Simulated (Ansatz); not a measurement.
**Stretching the linear Ti chain**

Aim: how do moment and conductance of the linear Ti chain follow its length?

Program: Ansatz 0.2.0. Level of theory: DFT LDA, plane waves, PAW; relaxation of a chain's period, in the first sound run; inputs show where later runs differ. Results are calculated unless marked as measured.

This is a report of a sequence of runs, with most program output left out.

## 1. The structure

The cell holds 1 atom: 1 Ti. Its edges and angles: a = 7.500 Å, b = 7.500 Å, c = 2.976 Å, α = 90.0°, β = 90.0°, γ = 90.0°. Vacuum lies along a and b. The structure's axis is c.

## 2. Relaxation of atoms and period

Band widths follow the bond lengths, so the chain is relaxed first. The atoms and the third cell vector are free; the box across stays fixed as vacuum. Moments are seeded so that a magnetic state can form if it lies lower. A Fermi-Dirac smearing is set since the result may be a metal. The pressure printed is a third of the stress's trace over the whole box, vacuum included; only the stress along the axis is relaxed.

input.yaml reads:

```yaml
crystal:
  lattice:
    - [7.5, 0.0, 0.0]
    - [0.0, 7.5, 0.0]
    - [0.0, 0.0, 2.976]
  atoms:
    - { symbol: Ti, position: [0.5, 0.5, 0.0], spin: 2.0 }
magnetization:
  spin_polarized: true
kpoints:
  mp_grid: { grid: [1, 1, 27] }
scf:
  occupations: { method: fermi_dirac, width: 0.05 }
hamiltonian:
  xc: lda
relax:
  cell: { fix: [a, b, alpha, beta, gamma] }
  max_steps: 60
```

Launch:

```console
$ ansatz run input.yaml --threads 4 --pin off --max-ram 8192MiB --backend cpu --events-out ev --progress --plain --runs-dir out
```

The job ended after 31 s (4 threads of AMD EPYC 7R43, shared host; peak memory 0.43 GiB; 62 s of CPU time).

Relaxation path:

```tsv
step	energy less that of the first step (eV)	largest force component (eV/Å)	pressure (GPa)	volume (Å³)
1	0.0000	0.0000	-1.17	167.40
2	-0.1308	0.0000	-0.99	159.36
3	-0.2276	0.0000	-0.68	151.20
4	-0.2875	0.0000	-1.47	143.04
5	-0.4752	0.0000	-1.43	134.88
6	-0.6259	0.0000	-1.01	126.71
7	-0.6772	0.0000	-0.16	118.55
8	-0.6784	0.0000	-0.31	119.76
9	-0.6784	0.0000	-0.29	119.60
10*	-0.6776	0.0000	-0.29	119.60
```

Relaxation steps marked * repeat the geometry before them on a plane-wave basis chosen anew for their cell, so energy and pressure can jump there.

```tsv
cell as run	before	after	change
c (Å)	2.976	2.126	-28.6 %
```

The relaxed structure:

```xyz
1
Lattice="7.5000 0.0000 0.0000 0.0000 7.5000 0.0000 0.0000 0.0000 2.1263" Properties=species:S:1:pos:R:3
Ti    3.7500    3.7500    0.0000
```

This step gave:

* energy at zero smearing: -2446.4954 eV
* total moment: 0.6709 μB
* absolute moment: 0.6713 μB
* cell length along the wire: 2.126 Å

Site moment by atom:

```tsv
atom	site moment (μB)
Ti1	0.358
```

The cell's length comes to 2.126 Å with an absolute moment of 0.67 μB a cell. That is -29 % against the start, more than a small adjustment.

The cell shrank by 28.6 % in its periodic edges.

## 3. At a set period, period over the relaxed period 0.88, k-mesh 1×1×43

This step: DFT LDA, plane waves, PAW; channels and complex bands of a perfect chain (Ansatz 0.2.0).

The period is set to 0.88 times the relaxed one: shorter bonds widen the bands.

The cell differs from the one that the last finished run ended in (c 2.126 → 1.871 Å).

input.yaml, the sections that differ from step 2:

```yaml
crystal:
  lattice:
    - [7.5, 0.0, 0.0]
    - [0.0, 7.5, 0.0]
    - [0.0, 0.0, 1.8711293619]
  atoms:
    - { symbol: Ti, position: [0.5, 0.5, 0.0], spin: 0.36 }
kpoints:
  mp_grid: { grid: [1, 1, 43] }
output:
  transmission:
    e_range: [-2, 2]
    de: 0.035
    kmesh: [1, 1]
    reduced_basis: true
    leads: [[0, 0]]
  stress: true
# magnetization, scf, hamiltonian: as in step 2
# relax: removed
```

It took 60 s on 4 threads; peak memory 0.49 GiB.

Numbers from this step:

```yaml
energy_at_zero_smearing: -2446.1709 eV
channels_at_the_energy_nearest_the_fermi_level_spin_up: 6
channels_at_the_energy_nearest_the_fermi_level_spin_down: 6
conductance_of_the_lead_as_this_run_defines_it: 6.000 G₀
band_gap: 0 eV
```

Table of open channels of the lead by energy, zero at the Fermi level:

```tsv
energy (eV)	spin up	spin down
-2.000	3	3
-1.895	3	3
-1.790	3	3
-1.685	3	3
-1.615	3	3
-1.510	3	3
-1.405	3	3
-1.300	3	3
-1.195	4	4
-1.090	4	4
-0.985	4	4
-0.915	4	4
-0.810	4	4
-0.705	4	4
-0.600	4	4
-0.495	4	4
-0.390	4	4
-0.285	5	5
-0.215	6	6
-0.110	6	6
-0.005	6	6
0.100	6	6
0.205	6	6
0.310	6	6
0.415	6	6
0.485	6	6
0.590	6	6
0.695	6	6
0.800	6	6
0.905	6	6
1.010	6	6
1.115	6	6
1.185	6	6
1.290	6	6
1.395	6	6
1.500	8	8
1.605	8	8
1.710	4	4
1.815	4	4
1.885	4	4
```

At the computed energy nearest the Fermi level there are 6 spin-up and 6 spin-down channels, and the thermal average gives 6.00 G₀.

## 4. The chain at a fixed length, period over the relaxed period 0.92, k-mesh 1×1×41

The period is set to 0.92 times the relaxed one: shorter bonds widen the bands.

The cell differs from the one that the last finished run ended in (c 1.871 → 1.956 Å).

Edit input.yaml of step 3 so:

```diff
@@ -4,3 +4,3 @@
     - [0.0, 7.5, 0.0]
-    - [0.0, 0.0, 1.8711293619]
+    - [0.0, 0.0, 1.9561806965]
   atoms:
@@ -10,3 +10,3 @@
 kpoints:
-  mp_grid: { grid: [1, 1, 43] }
+  mp_grid: { grid: [1, 1, 41] }
 scf:
```

Run time: 58 s. Hardware: 4 threads; peak memory 0.5 GiB.

At the computed energy nearest the Fermi level there are 6 spin-up and 6 spin-down channels, and the thermal average gives 6.00 G₀.

## 5. The chain at a fixed length, period over the relaxed period 0.96, k-mesh 1×1×40

The period is set to 0.96 times the relaxed one: shorter bonds widen the bands.

The cell differs from the one that the last finished run ended in (c 1.956 → 2.041 Å).

Edit input.yaml of step 4 so:

```diff
@@ -4,3 +4,3 @@
     - [0.0, 7.5, 0.0]
-    - [0.0, 0.0, 1.9561806965]
+    - [0.0, 0.0, 2.0412320312]
   atoms:
@@ -10,3 +10,3 @@
 kpoints:
-  mp_grid: { grid: [1, 1, 41] }
+  mp_grid: { grid: [1, 1, 40] }
 scf:
```

It took 56 s on 4 threads; peak memory 0.51 GiB.

At the computed energy nearest the Fermi level there are 6 spin-up and 4 spin-down channels, and the thermal average gives 5.08 G₀.

For the conductance of the lead as this run defines it, step 3 gave 6.00 G₀; this run, with period over the relaxed period 0.96 and k-mesh 1×1×40, gives 5.08 G₀ (-15 %).

## 6. At a set period, period over the relaxed period 1, k-mesh 1×1×38

The period is set to 1.0 times the relaxed one, as the point of reference.

Edit input.yaml of step 5 so:

```diff
@@ -4,3 +4,3 @@
     - [0.0, 7.5, 0.0]
-    - [0.0, 0.0, 2.0412320312]
+    - [0.0, 0.0, 2.1262833658]
   atoms:
@@ -10,3 +10,3 @@
 kpoints:
-  mp_grid: { grid: [1, 1, 40] }
+  mp_grid: { grid: [1, 1, 38] }
 scf:
```

Wall time 50 s (4 threads); peak memory 0.51 GiB; 96 s of CPU time.

At the computed energy nearest the Fermi level there are 6 spin-up and 4 spin-down channels, and the thermal average gives 5.00 G₀.

Between step 3 and this run (period over the relaxed period 1 and k-mesh 1×1×38) the value for the conductance of the lead as this run defines it moves from 6.00 G₀ to 5.00 G₀ (-17 %).

## 7. The chain at a fixed length, period over the relaxed period 1.04, k-mesh 1×1×37

The period is set to 1.04 times the relaxed one: longer bonds narrow the bands.

The cell differs from the one that the last finished run ended in (c 2.126 → 2.211 Å).

Edit input.yaml of step 6 so:

```diff
@@ -4,3 +4,3 @@
     - [0.0, 7.5, 0.0]
-    - [0.0, 0.0, 2.1262833658]
+    - [0.0, 0.0, 2.2113347004]
   atoms:
@@ -10,3 +10,3 @@
 kpoints:
-  mp_grid: { grid: [1, 1, 38] }
+  mp_grid: { grid: [1, 1, 37] }
 scf:
```

The job ended after 46 s (4 threads; peak memory 0.5 GiB; 89 s of CPU time).

At the computed energy nearest the Fermi level there are 6 spin-up and 4 spin-down channels, and the thermal average gives 5.00 G₀. The change of length costs 0.025 eV a cell and leaves an absolute moment of 0.72 μB a cell.

For the conductance of the lead as this run defines it, step 3 gave 6.00 G₀; this run, with period over the relaxed period 1.04 and k-mesh 1×1×37, gives 5.00 G₀ (-17 %).

## 8. At a set period, period over the relaxed period 1.08, k-mesh 1×1×35

The period is set to 1.08 times the relaxed one: longer bonds narrow the bands.

The cell differs from the one that the last finished run ended in (c 2.211 → 2.296 Å).

Edit input.yaml of step 7 so:

```diff
@@ -4,3 +4,3 @@
     - [0.0, 7.5, 0.0]
-    - [0.0, 0.0, 2.2113347004]
+    - [0.0, 0.0, 2.2963860351]
   atoms:
@@ -10,3 +10,3 @@
 kpoints:
-  mp_grid: { grid: [1, 1, 37] }
+  mp_grid: { grid: [1, 1, 35] }
 scf:
```

Wall time 51 s (4 threads); peak memory 0.64 GiB; 1.7 min of CPU time.

At the computed energy nearest the Fermi level there are 6 spin-up and 4 spin-down channels, and the thermal average gives 5.00 G₀. The change of length costs 0.093 eV a cell and leaves an absolute moment of 0.79 μB a cell.

Between step 3 and this run (period over the relaxed period 1.08 and k-mesh 1×1×35) the value for the conductance of the lead as this run defines it moves from 6.00 G₀ to 5.00 G₀ (-17 %).

## 9. At a set period, period over the relaxed period 1.13, k-mesh 1×1×34

The period is set to 1.13 times the relaxed one: longer bonds narrow the bands.

The cell differs from the one that the last finished run ended in (c 2.296 → 2.403 Å).

Edit input.yaml of step 8 so:

```diff
@@ -4,3 +4,3 @@
     - [0.0, 7.5, 0.0]
-    - [0.0, 0.0, 2.2963860351]
+    - [0.0, 0.0, 2.4027002033]
   atoms:
@@ -10,3 +10,3 @@
 kpoints:
-  mp_grid: { grid: [1, 1, 35] }
+  mp_grid: { grid: [1, 1, 34] }
 scf:
```

It took 46 s on 4 threads; peak memory 0.61 GiB.

At the computed energy nearest the Fermi level there are 6 spin-up and 4 spin-down channels, and the thermal average gives 5.00 G₀. The change of length costs 0.213 eV a cell and leaves an absolute moment of 0.89 μB a cell.

Between step 3 and this run (period over the relaxed period 1.13 and k-mesh 1×1×34) the value for the conductance of the lead as this run defines it moves from 6.00 G₀ to 5.00 G₀ (-17 %).

## 10. The chain at a fixed length, period over the relaxed period 1.2, k-mesh 1×1×32

The period is set to 1.2 times the relaxed one: longer bonds narrow the bands.

The cell differs from the one that the last finished run ended in (c 2.403 → 2.552 Å).

Edit input.yaml of step 9 so:

```diff
@@ -4,3 +4,3 @@
     - [0.0, 7.5, 0.0]
-    - [0.0, 0.0, 2.4027002033]
+    - [0.0, 0.0, 2.551540039]
   atoms:
@@ -10,3 +10,3 @@
 kpoints:
-  mp_grid: { grid: [1, 1, 34] }
+  mp_grid: { grid: [1, 1, 32] }
 scf:
```

Elapsed: 70 s, on 4 threads; peak memory 0.59 GiB.

At the computed energy nearest the Fermi level there are 6 spin-up and 4 spin-down channels, and the thermal average gives 5.00 G₀. The change of length costs 0.413 eV a cell and leaves an absolute moment of 1.50 μB a cell.

Between step 3 and this run (period over the relaxed period 1.2 and k-mesh 1×1×32) the value for the conductance of the lead as this run defines it moves from 6.00 G₀ to 5.00 G₀ (-17 %).

## 11. At a set period, period over the relaxed period 1.3, k-mesh 1×1×29

The period is set to 1.3 times the relaxed one: longer bonds narrow the bands.

The cell differs from the one that the last finished run ended in (c 2.552 → 2.764 Å).

Edit input.yaml of step 10 so:

```diff
@@ -4,3 +4,3 @@
     - [0.0, 7.5, 0.0]
-    - [0.0, 0.0, 2.551540039]
+    - [0.0, 0.0, 2.7641683755]
   atoms:
@@ -10,3 +10,3 @@
 kpoints:
-  mp_grid: { grid: [1, 1, 32] }
+  mp_grid: { grid: [1, 1, 29] }
 scf:
```

Elapsed: 50 s, on 4 threads; peak memory 0.54 GiB.

Table of open channels of the lead by energy, zero at the Fermi level:

```tsv
energy (eV)	spin up	spin down
-2.000	1	0
-1.790	1	1
-1.615	1	1
-1.405	1	1
-1.195	3	1
-0.985	4	1
-0.810	4	1
-0.600	4	1
-0.390	4	1
-0.215	6	1
-0.005	6	1
0.205	6	1
0.415	4	1
0.590	4	4
0.800	3	4
1.010	3	4
1.185	1	4
1.395	1	6
1.605	3	6
1.815	3	6
```

At the computed energy nearest the Fermi level there are 6 spin-up and 1 spin-down channels, and the thermal average gives 3.50 G₀. The change of length costs 0.500 eV a cell and leaves an absolute moment of 2.95 μB a cell.

Between step 3 and this run (period over the relaxed period 1.3 and k-mesh 1×1×29) the value for the conductance of the lead as this run defines it moves from 6.00 G₀ to 3.50 G₀ (-42 %).

## 12. The series together

Times are for 4 threads of AMD EPYC 7R43, shared host. The series side by side:

```tsv
no.	period over the relaxed period	conductance of the lead as this run defines it (G₀)	absolute moment (μB)	energy at zero smearing less the lowest (eV)	time	memory (GiB)
1	0.88	6.000	0	0.3281	60 s	0.49
2	0.92	5.999	0	0.1317	58 s	0.5
3	0.96	5.084	0.7109	0.03149	56 s	0.51
4	1	5.002	0.7387	0	50 s	0.51
5	1.04	5.000	0.7239	0.02549	46 s	0.5
6	1.08	5.000	0.7883	0.09265	51 s	0.64
7	1.13	4.999	0.8936	0.2131	46 s	0.61
8	1.2	5.000	1.501	0.4129	70 s	0.59
9	1.3	3.500	2.948	0.4997	50 s	0.54
```

## 13. A repeat with changed settings

This step: DFT LDA, plane waves, PAW; channels and complex bands of a perfect chain; changed: scf.occupations = {"method": "fixed"}, scf.max_iter = 50 (Ansatz 0.2.0).

The input of the run at the relaxed period is made doubtful on purpose.

input.yaml, the sections that differ from step 11:

```yaml
crystal:
  lattice:
    - [7.5, 0.0, 0.0]
    - [0.0, 7.5, 0.0]
    - [0.0, 0.0, 2.1262833658]
  atoms:
    - { symbol: Ti, position: [0.5, 0.5, 0.0], spin: 0.36 }
kpoints:
  mp_grid: { grid: [1, 1, 38] }
scf:
  occupations: { method: fixed }
  max_iter: 50
# magnetization, hamiltonian, output: as in step 11
```

Elapsed: 0.25 s, on 4 threads; peak memory 0.1 GiB.

The input was rejected at the start.

The program's message: “Error: inconsistent input (scf.occupations.method, magnetization): a σ = 0 step fill (method: fixed, or a smearing width below the step floor) with no hard lock on the total moment puts the same N_el/ …”

The change that led to it: scf.occupations = {"method": "fixed"}.

## 14. Summary of results

```yaml
relaxed_cell_length: 2.126 Å
conductance_at_period_x_0p88: 6.00 G₀
conductance_at_period_x_1p0: 5.00 G₀
conductance_at_period_x_1p13: 5.00 G₀
conductance_at_period_x_1p3: 3.50 G₀
absolute_moment_at_period_x_0p88: 0 μB
absolute_moment_at_period_x_1p0: 0.739 μB
absolute_moment_at_period_x_1p3: 2.95 μB
```

In these runs no moment survives at the shortest period, and one is present from a factor of 0.96 on: longer bonds narrow the bands, which favours exchange splitting. The conductance goes from 6.00 G₀ at the shortest period to 3.50 G₀ at the longest, while the magnetic state changes too. Transport is coherent and elastic here: the atoms are frozen, so scattering by vibrations plays no part. No search over magnetic orders was made; another may lie lower. For the perfect chain only parallel moments were started; its antiparallel and spiral orders were not tested. Conductances of a perfect chain off the multiples of half a G0 come from band edges within the thermal window; the square box also splits pairs of bands that an isolated chain keeps degenerate, which moves such edges. The lead's cell of one atom keeps the chain straight and evenly spaced; a zigzag or dimerised form may lie lower.

[Logs are printed without paths, hosts, clocks, repeated set-up lines and the standing remarks that a program may print on its own settings, such as how far it seeks lower states.]

[Hosts, paths, dates, database ids (printed as entryN), source tags and the programs' standing remarks are cut or masked in the printed files.]
